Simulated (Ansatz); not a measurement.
# Rb on Ag(100): change of the work function

How does one ordered layer of Rb (hollow site) change the work function of Ag(100), and what dipole does each adsorbate carry?

Program: Ansatz 0.2.0. Level of theory: plane-wave DFT, PBE, Ansatz PAW. Values are calculated unless marked as measured.

## (1) Starting point

The cell holds 4 atoms: 4 Ag. Its edges and angles: a = 2.892 Å, b = 2.892 Å, c = 24.135 Å, α = 90.0°, β = 90.0°, γ = 90.0°. Vacuum lies along c.

## (2) The clean slab

The bare slab comes first, as the zero from which every change is counted. The two lowest layers are held at bulk places and the upper ones relax. The dipole correction removes the false field that a one-sided slab makes across the periodic vacuum, so each face gets a flat vacuum level of its own.

input.yaml reads:

```yaml
crystal:
  lattice:
    - [2.8920667351, 0.0, 0.0]
    - [0.0, 2.8920667351, 0.0]
    - [0.0, 0.0, 24.135]
  atoms:
    - { symbol: Ag, position: [0.5, 0.5, 0.3729024239] }
    - { symbol: Ag, position: [0.0, 0.0, 0.4576341413] }
    - { symbol: Ag, position: [0.5, 0.5, 0.5423658587] }
    - { symbol: Ag, position: [0.0, 0.0, 0.6270975761] }
kpoints:
  mp_grid: { grid: [10, 10, 1] }
hamiltonian:
  xc: pbe
scf:
  occupations: { method: fermi_dirac, width: 0.1 }
  convergence: { dr2_threshold: 1.0e-08 }
efield:
  axis: 3
  dipole_correction: true
  ramp_position: 0.97
  ramp_width: 0.06
relax:
  f_tol: 0.02
  max_steps: 60
  constraints: [{ sites: [0, 1] }]
output:
  write_potential: true
  write_density: true
  volumetric_format: npy
```

The run is started by

```
ansatz run input.yaml --threads 4 --pin off --max-ram 6144MiB --backend cpu --events-out ev --progress --plain --runs-dir out
```

The program printed:

```text
Engine: ansatz 0.2.0, aarch64-unknown-linux-gnu
Pseudopotentials: kind: paw
Pseudopotential: Ag, paw, valence charge 19, recommended cutoff 420 eV (normal), Ag.paw.azcp
Functional definition: PBE
  parameter kappa = 0.804
  parameter beta = 0.066725
  exchange = pbe_x(kappa = kappa, mu = beta*pi^2/3)
  correlation = pbe_c(beta = beta)
Crystal: 4 atoms, lattice volume = 201.866 Å³
Basis set: ecut = 420 eV, 3917 PW (Γ), exchange–correlation on 40×40×324 points (8 copies of the dense FFT grid, shifted against one another)
Bands: 46, of which v1, the nominal top of the filled ones, is band 38 counted from 1 (37 counted from 0)
Symmetry: 8 space group operations
k-points: 21 of 100
Non-local potential: Ag, projectors of the file, l = 0: 3, l = 1: 2, l = 2: 2, l = 3: 1
PAW form: soft (Blöchl's): semilocal exchange-correlation on the pseudo side does not see the compensation charge
PAW one-centre angular grid: Ag, 590 points (default); XC on 64 Gauss nodes
Initial density: superposition of atomic densities (neutral atoms: chi_scale 0, normalization atom), corrected by the library's trained network
Initial wavefunctions: pseudopotential atomic-orbital guess
Functional: x = pbe(κ = 0.804, μ = 0.219515), c = pbe(β = 0.066725)
SCF iter   1: F=—  HF=-30361.343992 eV  |F-HF|=—  |Δ(HF+E_count)|=         —  Δρ=9.64e-4  dr2=3.86e-3  ethr=1.77e-3  p=0.000 e·Å  D=3.51e-13 V/Å  ΔV_dip=-0.00 eV  dr2_dipole=6.44e-9  V_vac-E_F(+/−)=4.14/4.14 eV  ⟨swp⟩=7.9  Hψ=4149  notcnv=0  defer=5
efield: sawtooth ramp at fractional position 0.9700 (set: `efield.ramp_position`, or a place that a band, a saddle search or an elastic batch's reference lends), width 0.0600; the density the first Hamiltonian is built on has a dipole p = 0.000 e·Å; the dipole correction subtracts the counter field D = 3.51e-13 V/Å, which shifts the + side's vacuum level by -0.00 eV against the − side's; the planar-averaged density in the ramp window peaks in size at 4.8e-6 e/Å³
preconditioner: auto → LDOS  [metal: Δε(μ)=0.271 eV  Ē_g=8.983 eV  σ=0.100 eV  W_gap=0.48  n_scr=44 (ndim 8)  ℏωp=17.3 eV  f_vac=0.610  D(μ)=0.89/eV (n_scr^D=6)  β→1.0]
SCF iter   2: F=—  HF=-30361.349307 eV  |F-HF|=—  |Δ(HF+E_count)|=   5.31e-3  Δρ=1.16e-3  dr2=3.59e-3  ethr=5.07e-6  p=-0.000 e·Å  D=-3.47e-6 V/Å  ΔV_dip=0.00 eV  dr2_dipole=1.25e-8  V_vac-E_F(+/−)=4.18/4.18 eV  ⟨swp⟩=3.0  Hψ=2219  notcnv=0  defer=26
SCF iter   3: F=—  HF=-30361.348501 eV  |F-HF|=—  |Δ(HF+E_count)|=   8.06e-4  Δρ=2.03e-4  dr2=5.94e-5  ethr=4.72e-6  p=0.000 e·Å  D=6.15e-7 V/Å  ΔV_dip=-0.00 eV  dr2_dipole=2.68e-9  V_vac-E_F(+/−)=4.18/4.18 eV  ⟨swp⟩=2.0  Hψ=1411  notcnv=0  defer=26
SCF iter   4: F=—  HF=-30361.348543 eV  |F-HF|=—  |Δ(HF+E_count)|=   4.22e-5  Δρ=7.63e-5  dr2=1.25e-5  ethr=7.82e-8  p=0.000 e·Å  D=7.31e-7 V/Å  ΔV_dip=-0.00 eV  dr2_dipole=7.72e-11  V_vac-E_F(+/−)=4.18/4.18 eV  ⟨swp⟩=2.6  Hψ=1688  notcnv=0  defer=26
SCF iter   5: F=—  HF=-30361.348570 eV  |F-HF|=—  |Δ(HF+E_count)|=   2.70e-5  Δρ=2.57e-5  dr2=1.41e-6  ethr=1.64e-8  p=0.000 e·Å  D=4.39e-7 V/Å  ΔV_dip=-0.00 eV  dr2_dipole=2.45e-11  V_vac-E_F(+/−)=4.19/4.19 eV  ⟨swp⟩=2.0  Hψ=1397  notcnv=0  defer=26
SCF iter   6: F=—  HF=-30361.348547 eV  |F-HF|=—  |Δ(HF+E_count)|=   2.33e-5  Δρ=9.74e-6  dr2=2.35e-7  ethr=1.86e-9  p=0.000 e·Å  D=8.69e-8 V/Å  ΔV_dip=-0.00 eV  dr2_dipole=2.30e-14  V_vac-E_F(+/−)=4.19/4.19 eV  ⟨swp⟩=2.0  Hψ=1411  notcnv=0  defer=26
SCF iter   7: F=—  HF=-30361.348547 eV  |F-HF|=—  |Δ(HF+E_count)|=   2.42e-8  Δρ=2.66e-6  dr2=1.36e-8  ethr=3.09e-10  p=0.000 e·Å  D=1.03e-8 V/Å  ΔV_dip=-0.00 eV  dr2_dipole=1.12e-13  V_vac-E_F(+/−)=4.19/4.19 eV  ⟨swp⟩=2.0  Hψ=1388  notcnv=0  defer=26
SCF iter   8: F=-30361.348547 eV  HF=-30361.348547 eV  |F-HF|=1.64e-9  |Δ(HF+E_count)|=   3.47e-8  Δρ=6.26e-7  dr2=1.06e-9  ethr=1.32e-11  p=0.000 e·Å  D=1.28e-8 V/Å  ΔV_dip=-0.00 eV  dr2_dipole=1.38e-14  V_vac-E_F(+/−)=4.19/4.19 eV  ⟨swp⟩=8.4  Hψ=5688  notcnv=0
SCF 1 converged in 8 iterations: F = -30361.348547 eV  dr2 = 1.06e-9
  greatest PAW one-centre occupation: 1.000 electrons in one spin orbital (limit 2), on the Ag atom at site 2 (counted from 0), in its partial waves of l = 0
relax step   1: F+E_penalty+E_count = -30361.34854712 eV  Δ(F+E_penalty+E_count) = +0.000e0 eV  max|allowed force component| = 1.346e-1 eV/Å  Δτ_max = 0.0000 Å  (8 SCF iters, accepted)
Initial density: handed on by an earlier stage of this run
Initial wavefunctions: those handed on with the density
iter 1 solved again at ethr=4.21e-5 eV; its pass at ethr=3.10e-3 eV (dr2=3.20e-2 eV) is discarded
SCF iter   1: F=—  HF=-30361.364411 eV  |F-HF|=—  |Δ(HF+E_count)|=         —  Δρ=3.83e-3  dr2=2.92e-2  ethr=4.21e-5  p=0.000 e·Å  D=2.67e-7 V/Å  ΔV_dip=-0.00 eV  dr2_dipole=3.16e-5  V_vac-E_F(+/−)=4.21/4.21 eV  ⟨swp⟩=2.0  Hψ=3884  notcnv=0  defer=35
efield: sawtooth ramp at fractional position 0.9700 (set: `efield.ramp_position`, or a place that a band, a saddle search or an elastic batch's reference lends), width 0.0600; the density the first Hamiltonian is built on has a dipole p = 0.000 e·Å; the dipole correction subtracts the counter field D = 2.67e-7 V/Å, which shifts the + side's vacuum level by -0.00 eV against the − side's; the planar-averaged density in the ramp window peaks in size at 5.9e-7 e/Å³
preconditioner: auto → LDOS  [metal: Δε(μ)=0.152 eV  Ē_g=8.911 eV  σ=0.100 eV  W_gap=0.35  n_scr=44 (ndim 8)  ℏωp=17.3 eV  f_vac=0.604  D(μ)=0.97/eV (n_scr^D=6)  β→1.0]
SCF iter   2: F=—  HF=-30361.362543 eV  |F-HF|=—  |Δ(HF+E_count)|=   1.87e-3  Δρ=3.20e-3  dr2=3.58e-2  ethr=3.84e-5  p=0.002 e·Å  D=1.71e-3 V/Å  ΔV_dip=-0.04 eV  dr2_dipole=3.79e-3  V_vac-E_F(+/−)=4.15/4.19 eV  ⟨swp⟩=2.0  Hψ=1768  notcnv=0  defer=35
SCF iter   3: F=—  HF=-30361.354752 eV  |F-HF|=—  |Δ(HF+E_count)|=   7.79e-3  Δρ=6.27e-4  dr2=9.76e-4  ethr=3.84e-5  p=-0.000 e·Å  D=-3.06e-4 V/Å  ΔV_dip=0.01 eV  dr2_dipole=1.42e-4  V_vac-E_F(+/−)=4.21/4.20 eV  ⟨swp⟩=2.1  Hψ=1489  notcnv=0  defer=35
SCF iter   4: F=—  HF=-30361.354830 eV  |F-HF|=—  |Δ(HF+E_count)|=   7.77e-5  Δρ=6.42e-4  dr2=7.98e-4  ethr=1.28e-6  p=-0.000 e·Å  D=-3.17e-4 V/Å  ΔV_dip=0.01 eV  dr2_dipole=3.20e-6  V_vac-E_F(+/−)=4.21/4.20 eV  ⟨swp⟩=2.2  Hψ=1720  notcnv=0  defer=35
SCF iter   5: F=—  HF=-30361.354624 eV  |F-HF|=—  |Δ(HF+E_count)|=   2.06e-4  Δρ=3.94e-5  dr2=2.71e-6  ethr=1.05e-6  p=-0.001 e·Å  D=-5.19e-4 V/Å  ΔV_dip=0.01 eV  dr2_dipole=1.51e-7  V_vac-E_F(+/−)=4.21/4.20 eV  ⟨swp⟩=2.0  Hψ=1614  notcnv=0  defer=35
SCF iter   6: F=—  HF=-30361.354633 eV  |F-HF|=—  |Δ(HF+E_count)|=   8.49e-6  Δρ=1.61e-5  dr2=6.62e-7  ethr=3.56e-9  p=-0.001 e·Å  D=-5.54e-4 V/Å  ΔV_dip=0.01 eV  dr2_dipole=9.17e-8  V_vac-E_F(+/−)=4.21/4.20 eV  ⟨swp⟩=3.1  Hψ=1855  notcnv=0  defer=36
SCF iter   7: F=—  HF=-30361.354633 eV  |F-HF|=—  |Δ(HF+E_count)|=   2.54e-7  Δρ=4.44e-6  dr2=4.56e-8  ethr=8.72e-10  p=-0.001 e·Å  D=-5.78e-4 V/Å  ΔV_dip=0.01 eV  dr2_dipole=7.27e-9  V_vac-E_F(+/−)=4.21/4.20 eV  ⟨swp⟩=2.0  Hψ=1383  notcnv=0  defer=36
SCF iter   8: F=—  HF=-30361.354633 eV  |F-HF|=—  |Δ(HF+E_count)|=   4.00e-8  Δρ=3.15e-6  dr2=2.78e-8  ethr=1.32e-11  p=-0.001 e·Å  D=-5.92e-4 V/Å  ΔV_dip=0.01 eV  dr2_dipole=1.21e-9  V_vac-E_F(+/−)=4.21/4.20 eV  ⟨swp⟩=9.4  Hψ=6294  notcnv=0
SCF iter   9: F=-30361.354633 eV  HF=-30361.354633 eV  |F-HF|=5.31e-10  |Δ(HF+E_count)|=  4.33e-10  Δρ=6.34e-7  dr2=7.20e-10  ethr=1.32e-11  p=-0.001 e·Å  D=-5.95e-4 V/Å  ΔV_dip=0.01 eV  dr2_dipole=6.85e-11  V_vac-E_F(+/−)=4.21/4.20 eV  ⟨swp⟩=6.5  Hψ=5772  notcnv=0
SCF 2 converged in 9 iterations: F = -30361.354633 eV  dr2 = 7.20e-10
  greatest PAW one-centre occupation: 1.000 electrons in one spin orbital (limit 2), on the Ag atom at site 1 (counted from 0), in its partial waves of l = 0
relax step   2: F+E_penalty+E_count = -30361.35463305 eV  Δ(F+E_penalty+E_count) = -6.086e-3 eV  max|allowed force component| = 9.914e-2 eV/Å  Δτ_max = 0.1682 Å  (9 SCF iters, accepted)
SCF iter   1: F=—  HF=-30361.360274 eV  |F-HF|=—  |Δ(HF+E_count)|=         —  Δρ=1.66e-3  dr2=5.96e-3  ethr=7.05e-5  p=-0.001 e·Å  D=-5.95e-4 V/Å  ΔV_dip=0.01 eV  dr2_dipole=9.15e-5  V_vac-E_F(+/−)=4.21/4.19 eV  ⟨swp⟩=4.6  Hψ=2691  notcnv=0  defer=35
efield: sawtooth ramp at fractional position 0.9700 (set: `efield.ramp_position`, or a place that a band, a saddle search or an elastic batch's reference lends), width 0.0600; the density the first Hamiltonian is built on has a dipole p = -0.001 e·Å; the dipole correction subtracts the counter field D = -5.95e-4 V/Å, which shifts the + side's vacuum level by +0.01 eV against the − side's; the planar-averaged density in the ramp window peaks in size at 4.2e-7 e/Å³
preconditioner: auto → LDOS  [metal: Δε(μ)=0.119 eV  Ē_g=8.937 eV  σ=0.100 eV  W_gap=0.28  n_scr=44 (ndim 8)  ℏωp=17.3 eV  f_vac=0.606  D(μ)=0.92/eV (n_scr^D=6)  β→1.0]
SCF iter   2: F=—  HF=-30361.360258 eV  |F-HF|=—  |Δ(HF+E_count)|=   1.60e-5  Δρ=1.56e-3  dr2=7.27e-3  ethr=7.84e-6  p=-0.002 e·Å  D=-1.46e-3 V/Å  ΔV_dip=0.04 eV  dr2_dipole=2.03e-4  V_vac-E_F(+/−)=4.24/4.20 eV  ⟨swp⟩=2.1  Hψ=1964  notcnv=0  defer=35
SCF iter   3: F=—  HF=-30361.358524 eV  |F-HF|=—  |Δ(HF+E_count)|=   1.73e-3  Δρ=3.47e-4  dr2=2.18e-4  ethr=7.84e-6  p=-0.001 e·Å  D=-4.58e-4 V/Å  ΔV_dip=0.01 eV  dr2_dipole=6.99e-6  V_vac-E_F(+/−)=4.21/4.19 eV  ⟨swp⟩=2.0  Hψ=1521  notcnv=0  defer=35
SCF iter   4: F=—  HF=-30361.358501 eV  |F-HF|=—  |Δ(HF+E_count)|=   2.31e-5  Δρ=2.34e-4  dr2=1.02e-4  ethr=2.87e-7  p=-0.001 e·Å  D=-5.12e-4 V/Å  ΔV_dip=0.01 eV  dr2_dipole=7.38e-7  V_vac-E_F(+/−)=4.21/4.19 eV  ⟨swp⟩=2.6  Hψ=1719  notcnv=0  defer=35
SCF iter   5: F=—  HF=-30361.358480 eV  |F-HF|=—  |Δ(HF+E_count)|=   2.09e-5  Δρ=8.80e-5  dr2=1.49e-5  ethr=1.34e-7  p=-0.001 e·Å  D=-4.72e-4 V/Å  ΔV_dip=0.01 eV  dr2_dipole=3.90e-10  V_vac-E_F(+/−)=4.21/4.19 eV  ⟨swp⟩=2.2  Hψ=1365  notcnv=0  defer=35
SCF iter   6: F=—  HF=-30361.358502 eV  |F-HF|=—  |Δ(HF+E_count)|=   2.18e-5  Δρ=2.63e-5  dr2=1.40e-6  ethr=1.95e-8  p=-0.000 e·Å  D=-4.31e-4 V/Å  ΔV_dip=0.01 eV  dr2_dipole=7.32e-8  V_vac-E_F(+/−)=4.20/4.19 eV  ⟨swp⟩=2.0  Hψ=1396  notcnv=0  defer=35
SCF iter   7: F=—  HF=-30361.358500 eV  |F-HF|=—  |Δ(HF+E_count)|=   2.20e-6  Δρ=4.70e-6  dr2=8.59e-8  ethr=1.85e-9  p=-0.000 e·Å  D=-4.15e-4 V/Å  ΔV_dip=0.01 eV  dr2_dipole=2.36e-8  V_vac-E_F(+/−)=4.20/4.19 eV  ⟨swp⟩=2.0  Hψ=1650  notcnv=0  defer=35
SCF iter   8: F=—  HF=-30361.358500 eV  |F-HF|=—  |Δ(HF+E_count)|=   1.37e-8  Δρ=1.79e-6  dr2=1.10e-8  ethr=1.13e-10  p=-0.000 e·Å  D=-4.00e-4 V/Å  ΔV_dip=0.01 eV  dr2_dipole=3.18e-11  V_vac-E_F(+/−)=4.20/4.19 eV  ⟨swp⟩=2.1  Hψ=1412  notcnv=0  defer=35
SCF iter   9: F=-30361.358500 eV  HF=-30361.358500 eV  |F-HF|=2.18e-11  |Δ(HF+E_count)|=  1.75e-10  Δρ=7.12e-7  dr2=1.27e-9  ethr=1.32e-11  p=-0.000 e·Å  D=-3.99e-4 V/Å  ΔV_dip=0.01 eV  dr2_dipole=6.03e-11  V_vac-E_F(+/−)=4.20/4.19 eV  ⟨swp⟩=8.1  Hψ=5578  notcnv=0
SCF 3 converged in 9 iterations: F = -30361.358500 eV  dr2 = 1.27e-9
relax step   3: F+E_penalty+E_count = -30361.35849957 eV  Δ(F+E_penalty+E_count) = -3.867e-3 eV  max|allowed force component| = 9.172e-3 eV/Å  Δτ_max = 0.0697 Å  (9 SCF iters, accepted)
NSCF: frozen V_eff on 21 k-points
the band table was solved once a step of the walk had ended and its energy, with any forces and stress, was formed, with the checks that follow a solve (5017 applications of the Hamiltonian). They found nothing against the state; the energy, forces and stress were not computed again (output.eigenvalues in the input reference)
SCF converged after 9 iterations
Free energy (F): -30361.358500 eV
Harris-Foulkes:  -30361.358500 eV  (|F-HF|=2.18e-11)
Internal energy: -30361.325557 eV  (E = F + TS)
E sigma→0 (E₀):  -30361.342028 eV
Entropy (-TS):   -0.032943 eV (-8.236 meV/atom)
Fermi energy:    3.135281 eV
Dipole field:    D = -0.000410 V/Å  (p = -0.000457 e·Å, saw-weighted, corrected)
Work function:   Φ+ = 4.2041 eV   Φ− = 4.1942 eV
Levels:          The Fermi level and band energies are counted from a zero that moves with the ramp; work functions are not
--- Per-component energies (eV) ---
  E_band       = -2008.045546
  E_kinetic    = 2108.749965
  E_local      = -119380.447555  (includes V_loc(G=0)·N_el)
  E_nonlocal   = 321.350082
  E_hartree    = 58764.056107
  E_xc         = -737.573661
  E_vxc        = -936.853515  (∫ρ·V_xc dr)
  E_paw        = -15609.687593  (= ΣΔE_a)
  E_vpaw       = -1648.960062  (= ΣTr[D̂ρ^β])
  E_aug_tail   = 0.001302  (compensation charges beyond the density's cutoff)
  E_efield     = 0.000000  (sawtooth field / dipole correction)
  E_vefield    = 0.001306  (∫n·V_field dr)
  E_ewald      = 44172.225797
  E_smearing   = -0.032943  (= −TS)
  E_closure    = -0.000000  (closes the sum)
  Σ components = -30361.358500   (vs F -30361.358500, Δ=0.00e0)
--- Forces (eV/Å), atoms counted from 1 ---
  atom   1  Ag    -0.00000000     0.00000000    -0.08989732
  atom   2  Ag     0.00000000     0.00000000     0.07613468
  atom   3  Ag     0.00000000     0.00000000     0.00917215
  atom   4  Ag     0.00000000     0.00000000     0.00457939
  max |Σ_I F_I| component: 1.11e-5 eV/Å
--- Band table (eV; the first three rows and the last of 21) ---
  k-point 0: bands = [... 34 lower, 0.0456, 0.1250, 0.1919, 0.1919, 0.4016, 2.8369, 4.3327, 7.1850, ... 4 higher]
  k-point 1: bands = [... 34 lower, -0.0911, -0.0512, 0.0652, 0.2176, 0.8073, 3.1236, 4.7195, 7.3731, ... 4 higher]
  k-point 2: bands = [... 34 lower, -0.1664, -0.1527, 0.0641, 0.1952, 1.4655, 3.8500, 5.6806, 7.8911, ... 4 higher]
  k-point 20: bands = [... 34 lower, 0.5695, 0.5866, 5.5750, 5.5750, 7.4325, 7.4325, 9.8401, 9.8401, ... 4 higher]
--- Relaxed structure (3 steps of the walk, 3 accepted, 0 SCFs on fresh bases) ---
  F+E_penalty+E_count = -30361.35849957 eV   max|allowed force component| = 9.172e-3 eV/Å
  atoms:
    - { symbol: Ag, position: [0.5, 0.5, 0.3729024239] }
    - { symbol: Ag, position: [0.0, 0.0, 0.4576341413] }
    - { symbol: Ag, position: [0.5, 0.5, 0.545233] }
    - { symbol: Ag, position: [0, 0.0, 0.631181] }
```

Wall time 15 s (4 threads of Arm Neoverse V1, shared host); peak memory 0.48 GiB; 57 s of CPU time.

Relaxation path:

```csv
step,energy less that of the first step (eV),largest force component (eV/Å)
1,0.0000,0.1346
2,-0.0061,0.0991
3,-0.0100,0.0092
```

The run keeps the 8 symmetry operations that the program found, so distortions that break them were not tested.

The atoms that moved most (Å):

```csv
atom,dx,dy,dz,length
Ag4,0.000,0.000,0.099,0.099
Ag3,0.000,0.000,0.069,0.069
```

The relaxed structure:

```xyz
4
Lattice="2.8921 0.0000 0.0000 0.0000 2.8921 0.0000 0.0000 0.0000 24.1350" Properties=species:S:1:pos:R:3
Ag    1.4460    1.4460    9.0000
Ag    0.0000    0.0000   11.0450
Ag    1.4460    1.4460   13.1592
Ag    0.0000    0.0000   15.2335
```

Numbers from this step:

```
energy at zero smearing   : -30361.3420 eV
work function, upper face : 4.204 eV
dipole along the normal   : -4.57e-4 e·Å
```

Running mean over 2.045 Å of the planar mean; the ramp of the sawtooth is left out. The electron's electrostatic potential energy less the Fermi level by z:

```csv
z (Å),electron's electrostatic potential energy less the Fermi level (eV)
3,4.19
4,4.19
5,4.19
6,4.14
7,3.59
8,-1.30
9,-5.71
10,-6.02
11,-6.02
12,-5.60
13,-5.93
14,-5.84
15,-5.80
16,-2.85
17,3.04
18,4.12
19,4.20
20,4.20
21,4.20
```

The relaxation took 3 steps and lowered the energy by 0.0100 eV; the largest force on the free atoms ends at 0.0092 eV/Å.

The work function of the upper face is 4.20 eV.

(Part 1 of 4 ends here.)

[Long decimals in the printed logs are rounded to 6 places.]

[Logs are printed without paths, hosts, clocks, repeated set-up lines and the standing remarks that a program may print on its own settings, such as how far it seeks lower states.]

[Hosts, paths, dates, database ids (printed as entryN), source tags and the programs' standing remarks are cut or masked in the printed files.]

[Maps of the electrostatic potential energy from Ansatz leave out the sawtooth potential of an applied field or a dipole correction, so their vacuum need not be flat; planar profiles and work functions include it.]
